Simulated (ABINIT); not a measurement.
# LiCdH3 (Pm-3m): zone-centre phonons, part 2 of 4

Aim: the zone-centre modes of LiCdH3 (Pm-3m).

ABINIT 10.8.3; DFT PBEsol, scalar-relativistic, plane waves, PseudoDojo norm-conserving pseudopotentials.

So far. Step 5 (Relaxing the cell and atoms): The volume changes by -1.0 % in this run and stands -36.6 % from the first cell. The relaxed cell has a = 3.872 Å (conventional setting).

The structure was built from a prototype and need not be the compound's stable phase.

### Step 7. Linear response at Γ

At q = 0 one unit cell holds all displacements. The response is solved for single atoms along the cell's directions, and symmetry skips those that follow from others. The crystal is treated as a metal, which screens a static field, so no field response is asked.

dfpt_gamma.abi

```

# common to the responses
getwfk_filepath "gso_WFK"
kptopt 2
nqpt 1
qpt 0.0 0.0 0.0
asr 0
chneut 0

# displacements
rfphon 1
rfatpol 1 5
rfdir 1 1 1
tolvrs 1.0d-10
prtwf 0

# basis, mesh and filling
ecut 57.0
ecutsm 3.0
ngkpt 6 6 6
nshiftk 1
shiftk 0.0 0.0 0.0
istwfk *1
occopt 6
tsmear 0.01
nband 20
nstep 100
diemac 1000000.0
prtebands 0
prtgsr 0
useylm 1

# cell and atoms
acell 7.317287405 7.317287405 7.317287405
rprim 
    1.0 0.0 0.0
    0.0 1.0 0.0
    0.0 0.0 1.0
ntypat 3
znucl 3 48 1
natom 5
typat 1 2 3 3 3
xred 
    0.0 0.0 0.0
    0.5 0.5 0.5
    0.5 0.5 0.0
    0.5 0.0 0.5
    0.0 0.5 0.5
pp_dirpath "./pseudo"
pseudos "Li.upf, Cd.upf, H.upf"
```

On the command line:

```bash
$ OMP_NUM_THREADS=1 mpirun -n 4 abinit dfpt_gamma.abi > dfpt_gamma.log
```

Numbers of over 12 decimals in the logs are rounded to 6 here.

dfpt_gamma.abo, the main output file:

```text
[banners, grids, parts of the stress and lines that vanish by symmetry left out]
- input  file    -> dfpt_gamma.abi
- output file    -> dfpt_gamma.abo
- root for input  files -> dfpt_gammai
- root for output files -> dfpt_gammao

 Symmetries : space group Pm -3 m (#221); Bravais cP (primitive cubic)
================================================================================
 Values of the parameters that define the memory need of the present run (RF).
     intxc =       0      iscf =       7    lmnmax =      18     lnmax =       6
     mgfft =      50  mpssoang =       3    mqgrid =    3001     natom =       5
  nloc_mem =       1    nspden =       1   nspinor =       1    nsppol =       1
      nsym =      48    n1xccc =    2501    ntypat =       3    occopt =       6
   xclevel =       2
-    mband =          20        mffmem =           1         mkmem =          28
-   mkqmem =          28        mk1mem =          28           mpw =        8121
      nfft =      125000          nkpt =         112
- my_mband =          20
================================================================================
================================================================================

--------------------------------------------------------------------------------
------------- Echo of variables that govern the present computation ------------
--------------------------------------------------------------------------------
-
- outvars: echo of selected default values
-   iomode0 =  0 , fftalg0 =312 , wfoptalg0 =  0
-
- outvars: echo of global parameters not present in the input file
-  max_nthreads =    1
-
 -outvars: echo values of preprocessed input variables
 [... echo left out ...]
================================================================================

 chkinp: Checking input parameters for consistency.

[...]
== DATASET  1 ==================================================================
-   mpi_nproc: 4, omp_nthreads: 1 (-1 if OMP is not activated)

--- !DatasetInfo
iteration_state: {dtset: 1, }
dimensions: {natom: 5, nkpt: 112, mband: 20, nsppol: 1, nspinor: 1, nspden: 1, mpw: 8121, }
cutoff_energies: {ecut:  57.0, pawecutdg:  -1.0, }
electrons: {nelect:   2.60000000E+01, charge:   0.00000000E+00, occopt:   6.00000000E+00, tsmear:   1.00000000E-02, }
meta: {optdriver: 1, rfphon: 1, }
...

 mkfilename: getwfk from: gso_WFK

 Real(R)+Recip(G) space primitive vectors, cartesian coordinates (Bohr,Bohr^-1):
 R(1)=  7.3172874  0.0000000  0.0000000  G(1)=  0.1366627  0.0000000  0.0000000
 R(2)=  0.0000000  7.3172874  0.0000000  G(2)=  0.0000000  0.1366627  0.0000000
 R(3)=  0.0000000  0.0000000  7.3172874  G(3)=  0.0000000  0.0000000  0.1366627
 Unit cell volume ucvol=  3.9178729E+02 bohr^3
 Angles (23,13,12)=  9.00000000E+01  9.00000000E+01  9.00000000E+01 degrees
 setup1 : take into account q-point for computing boxcut.

 getcut: wavevector=  0.0000  0.0000  0.0000  ngfft=  50  50  50
         ecut(hartree)=     57.000   => boxcut(ratio)=   2.01056

--- Pseudopotential description ------------------------------------------------
- pspini: atom type   1  psp file is ./pseudo/Li.upf

- pspini: atom type   2  psp file is ./pseudo/Cd.upf

- pspini: atom type   3  psp file is ./pseudo/H.upf

   7.00533629E+02                                ecore*ucvol(ha*bohr**3)
--------------------------------------------------------------------------------

 ==>  initialize data related to q vector <==

 The list of irreducible perturbations for this q vector is:
    1)    idir= 1    ipert=   1
    2)    idir= 1    ipert=   2
    3)    idir= 1    ipert=   3
    4)    idir= 3    ipert=   3

[...]
The perturbation idir=   2  ipert=   1 is
 symmetric of a previously calculated perturbation.
 So, its SCF calculation is not needed.

 The perturbation idir=   3  ipert=   1 is
 symmetric of a previously calculated perturbation.
 So, its SCF calculation is not needed.

 The perturbation idir=   2  ipert=   2 is
 symmetric of a previously calculated perturbation.
 So, its SCF calculation is not needed.

 The perturbation idir=   3  ipert=   2 is
 symmetric of a previously calculated perturbation.
 So, its SCF calculation is not needed.

[...]
The perturbation idir=   2  ipert=   5 is
 symmetric of a previously calculated perturbation.
 So, its SCF calculation is not needed.

 The perturbation idir=   3  ipert=   5 is
 symmetric of a previously calculated perturbation.
 So, its SCF calculation is not needed.

--------------------------------------------------------------------------------
 Perturbation wavevector (in red.coord.)   0.000000  0.000000  0.000000
 Perturbation : displacement of atom   1   along direction   1
 Found     8 symmetries that leave the perturbation invariant.

[...]
dfpt_looppert : total number of electrons, from k and k+q
  fully or partially occupied states are    2.600000E+01 and    2.600000E+01.
 Initialisation of the first-order wave-functions :
  ireadwf=   0

--- !BeginCycle
iteration_state: {dtset: 1, }
solver: {iscf: 7, nstep: 100, nline: 4, wfoptalg: 0, }
tolerances: {tolvrs: 1.00E-10, }
...

     iter   2DEtotal(Ha)        deltaE(Ha) residm    vres2
-ETOT  1  0.780653     -1.846E+03 1.053E+02 5.624E+02
 ETOT  2 -0.336366     -1.117E+00 5.733E-01 8.349E+01
 ETOT  3 -0.338137     -1.771E-03 3.406E+00 1.023E+01
 ETOT  4 -0.338416     -2.795E-04 1.225E-01 1.726E-01
 ETOT  5 -0.338449     -3.308E-05 8.946E-01 4.422E-02
[...]
At SCF step   11       vres2   =  1.99E-11 < tolvrs=  1.00E-10 =>converged.
[...]
Mean square residual over all n,k,spin=   28.277E-06; max=  20.360E-03

 Thirteen components of 2nd-order total energy (hartree) are
 1,2,3: 0th-order hamiltonian combined with 1st-order wavefunctions
     kin0=   1.78440307E+03 eigvalue=   5.12589698E+02  local=  -5.03563140E+02
 4,5,6: 1st-order hamiltonian combined with 1st and 0th-order wfs
 loc psp =  -1.11668437E+03  Hartree=   3.82450205E+02     xc=  -1.79576448E+02
 note that "loc psp" includes a xc core correction that could be resolved
 7,8,9: eventually, occupation + non-local contributions
    edocc=   5.98413157E+01     enl0=  -2.08978107E+02   enl1=  -2.57764881E+03
 1-9 gives the relaxation energy (to be shifted if some occ is /=2.0)
   erelax=  -1.84716659E+03
 10,11,12 Non-relaxation  contributions : frozen-wavefunctions and Ewald
 fr.local=   5.17056402E+02 fr.nonlo=   1.29027260E+03  Ewald=   3.94991351E+01
 13,14 Frozen wf xc core corrections (1) and (2)
 frxc 1  =   0.00000000E+00  frxc 2 =   0.00000000E+00
 Resulting in :
 2DEtotal=   -0.3384531934E+00 Ha. Also 2DEtotal=   -0.920978057288E+01 eV
    (2DErelax=   -1.8471665914E+03 Ha. 2DEnonrelax=    1.8468281382E+03 Ha)
    (  non-var. 2DEtotal :   -3.3845308256E-01 Ha)

[...]
Perturbation wavevector (in red.coord.)   0.000000  0.000000  0.000000
 Perturbation : displacement of atom   2   along direction   1
 Found     8 symmetries that leave the perturbation invariant.

[...]
dfpt_looppert : total number of electrons, from k and k+q
  fully or partially occupied states are    2.600000E+01 and    2.600000E+01.
 Initialisation of the first-order wave-functions :
  ireadwf=   0

--- !BeginCycle
iteration_state: {dtset: 1, }
solver: {iscf: 7, nstep: 100, nline: 4, wfoptalg: 0, }
tolerances: {tolvrs: 1.00E-10, }
...

     iter   2DEtotal(Ha)        deltaE(Ha) residm    vres2
-ETOT  1   9.178273     -2.009E+04 1.386E+02 2.507E+02
[...]
At SCF step   11       vres2   =  1.98E-11 < tolvrs=  1.00E-10 =>converged.
[...]
Mean square residual over all n,k,spin=   14.438E-08; max=  68.698E-06

 Thirteen components of 2nd-order total energy (hartree) are
 1,2,3: 0th-order hamiltonian combined with 1st-order wavefunctions
     kin0=   1.81659610E+04 eigvalue=   1.37909438E+03  local=  -1.21943596E+04
 4,5,6: 1st-order hamiltonian combined with 1st and 0th-order wfs
 loc psp =  -1.71558070E+04  Hartree=   4.99160908E+03     xc=  -7.03779277E+02
 note that "loc psp" includes a xc core correction that could be resolved
 7,8,9: eventually, occupation + non-local contributions
    edocc=   1.52116071E+02     enl0=   8.31074396E+03   enl1=  -2.30469643E+04
 1-9 gives the relaxation energy (to be shifted if some occ is /=2.0)
   erelax=  -2.01013856E+04
 10,11,12 Non-relaxation  contributions : frozen-wavefunctions and Ewald
 fr.local=   8.66242256E+03 fr.nonlo=   1.15407211E+04  Ewald=   6.86941481E+01
 13,14 Frozen wf xc core corrections (1) and (2)
 frxc 1  =  -1.08792146E+03  frxc 2 =   9.19441293E+02
 Resulting in :
 2DEtotal=    0.1971983057E+01 Ha. Also 2DEtotal=    0.536603926348E+02 eV
    (2DErelax=   -2.0101385649E+04 Ha. 2DEnonrelax=    2.0103357632E+04 Ha)
    (  non-var. 2DEtotal :    1.9719813499E+00 Ha)

[...]
Perturbation wavevector (in red.coord.)   0.000000  0.000000  0.000000
 Perturbation : displacement of atom   3   along direction   1
 Found     4 symmetries that leave the perturbation invariant.

[...]
dfpt_looppert : total number of electrons, from k and k+q
  fully or partially occupied states are    2.600000E+01 and    2.600000E+01.
 Initialisation of the first-order wave-functions :
  ireadwf=   0

--- !BeginCycle
iteration_state: {dtset: 1, }
solver: {iscf: 7, nstep: 100, nline: 4, wfoptalg: 0, }
tolerances: {tolvrs: 1.00E-10, }
...

     iter   2DEtotal(Ha)        deltaE(Ha) residm    vres2
-ETOT  1  0.322969     -5.143E+01 7.133E-01 1.033E+03
[...]
At SCF step   11       vres2   =  1.15E-11 < tolvrs=  1.00E-10 =>converged.
[...]
Mean square residual over all n,k,spin=   14.934E-09; max=  92.349E-07

 Thirteen components of 2nd-order total energy (hartree) are
 1,2,3: 0th-order hamiltonian combined with 1st-order wavefunctions
     kin0=   5.50835010E+01 eigvalue=   1.14587390E-03  local=  -1.14139706E+01
 4,5,6: 1st-order hamiltonian combined with 1st and 0th-order wfs
 loc psp =  -7.42260750E+01  Hartree=   1.16378239E+01     xc=  -7.19988884E+00
 note that "loc psp" includes a xc core correction that could be resolved
 7,8,9: eventually, occupation + non-local contributions
    edocc=   4.19548989E+00     enl0=  -7.32437541E-01   enl1=  -2.89172523E+01
 1-9 gives the relaxation energy (to be shifted if some occ is /=2.0)
   erelax=  -5.15716637E+01
 10,11,12 Non-relaxation  contributions : frozen-wavefunctions and Ewald
 fr.local=   6.27114908E+01 fr.nonlo=   1.46542123E+01  Ewald=  -2.56150827E+01
 13,14 Frozen wf xc core corrections (1) and (2)
 frxc 1  =   0.00000000E+00  frxc 2 =   0.00000000E+00
 Resulting in :
 2DEtotal=    0.1789567578E+00 Ha. Also 2DEtotal=    0.486966145898E+01 eV
    (2DErelax=   -5.1571663702E+01 Ha. 2DEnonrelax=    5.1750620460E+01 Ha)
    (  non-var. 2DEtotal :    1.7895676434E-01 Ha)

[...]
Perturbation wavevector (in red.coord.)   0.000000  0.000000  0.000000
 Perturbation : displacement of atom   3   along direction   3
 Found     8 symmetries that leave the perturbation invariant.

--------------------------------------------------------------------------------

--------------------------------------------------------------------------------

 dfpt_looppert : total number of electrons, from k and k+q
  fully or partially occupied states are    2.600000E+01 and    2.600000E+01.
 Initialisation of the first-order wave-functions :
  ireadwf=   0

--- !BeginCycle
iteration_state: {dtset: 1, }
solver: {iscf: 7, nstep: 100, nline: 4, wfoptalg: 0, }
tolerances: {tolvrs: 1.00E-10, }
...

     iter   2DEtotal(Ha)        deltaE(Ha) residm    vres2
-ETOT  1   3.981714     -5.295E+01 1.688E+00 3.023E+03
[...]
ETOT 10   3.416125     -6.018E-12 2.843E-04 1.921E-10
 ETOT 11   3.416125     -1.087E-12 1.018E-04 2.535E-12

 At SCF step   11       vres2   =  2.54E-12 < tolvrs=  1.00E-10 =>converged.
[...]
Mean square residual over all n,k,spin=   14.251E-08; max=  10.182E-05

 Thirteen components of 2nd-order total energy (hartree) are
 1,2,3: 0th-order hamiltonian combined with 1st-order wavefunctions
     kin0=   5.63222921E+01 eigvalue=   1.47076030E-01  local=  -1.37869915E+01
 4,5,6: 1st-order hamiltonian combined with 1st and 0th-order wfs
 loc psp =  -7.74689884E+01  Hartree=   1.26494025E+01     xc=  -7.21343937E+00
 note that "loc psp" includes a xc core correction that could be resolved
 7,8,9: eventually, occupation + non-local contributions
    edocc=   6.14035723E+00     enl0=  -7.39371803E-01   enl1=  -2.95696619E+01
 1-9 gives the relaxation energy (to be shifted if some occ is /=2.0)
   erelax=  -5.35193252E+01
 10,11,12 Non-relaxation  contributions : frozen-wavefunctions and Ewald
 fr.local=  -5.08782586E+01 fr.nonlo=   1.36497012E+01  Ewald=   9.41640079E+01
 13,14 Frozen wf xc core corrections (1) and (2)
 frxc 1  =   0.00000000E+00  frxc 2 =   0.00000000E+00
 Resulting in :
 2DEtotal=    0.3416125312E+01 Ha. Also 2DEtotal=    0.929575053380E+02 eV
    (2DErelax=   -5.3519325155E+01 Ha. 2DEnonrelax=    5.6935450467E+01 Ha)
    (  non-var. 2DEtotal :    3.4161253256E+00 Ha)

[...]
---- first-order wavefunction calculations are completed ----

 ==> Compute Derivative Database <==

 [... matrices left out ...]
  Phonon wavevector (reduced coordinates) :  0.00000  0.00000  0.00000
 Phonon energies in Hartree :
  -1.364420E-03 -1.364420E-03 -1.364420E-03  1.772182E-05  1.772182E-05
   1.772182E-05  1.000442E-03  1.000442E-03  1.000442E-03  1.165416E-03
   1.165416E-03  1.165416E-03  6.127421E-03  6.127421E-03  6.127421E-03
 Phonon frequencies in cm-1    :
- -2.994556E+02 -2.994556E+02 -2.994556E+02  3.889490E+00  3.889490E+00
-  3.889490E+00  2.195716E+02  2.195716E+02  2.195716E+02  2.557793E+02
-  2.557793E+02  2.557793E+02  1.344813E+03  1.344813E+03  1.344813E+03

== END DATASET(S) ==============================================================
================================================================================

 -outvars: echo values of variables after computation
            acell      7.3172874050E+00  7.3172874050E+00  7.3172874050E+00 Bohr
           etotal      3.4161253123E+00
            fcart      0.0000000000E+00  0.0000000000E+00  0.0000000000E+00
           strten      0.0000000000E+00  0.0000000000E+00  0.0000000000E+00
================================================================================
```

The job ended after 3.9 min (4 MPI ranks of Arm Neoverse V2, shared host; 16 min of CPU time).

Numbers from this step:

```
largest acoustic frequency at the zone centre before the sum rule : 3.89 cm⁻¹
highest optical zone-centre mode (no LO-TO term)                  : 1345 cm⁻¹
lowest optical zone-centre mode                                   : -299.5 cm⁻¹
```

The acoustic modes at Γ come out as far as 3.9 cm⁻¹ from zero, where they should vanish, a small numerical error. The lowest optical mode is imaginary, 299i cm⁻¹, an instability at this level and on this k mesh.

[end of part 2 of 4]

[Host names and launcher messages were left out of these logs when they were recorded.]

[Logs are printed without paths, hosts, clocks, repeated set-up lines and the standing remarks that a program may print on its own settings, such as how far it seeks lower states.]

[Hosts, paths, dates, database ids (printed as entryN), source tags and the programs' standing remarks are cut or masked in the printed files.]
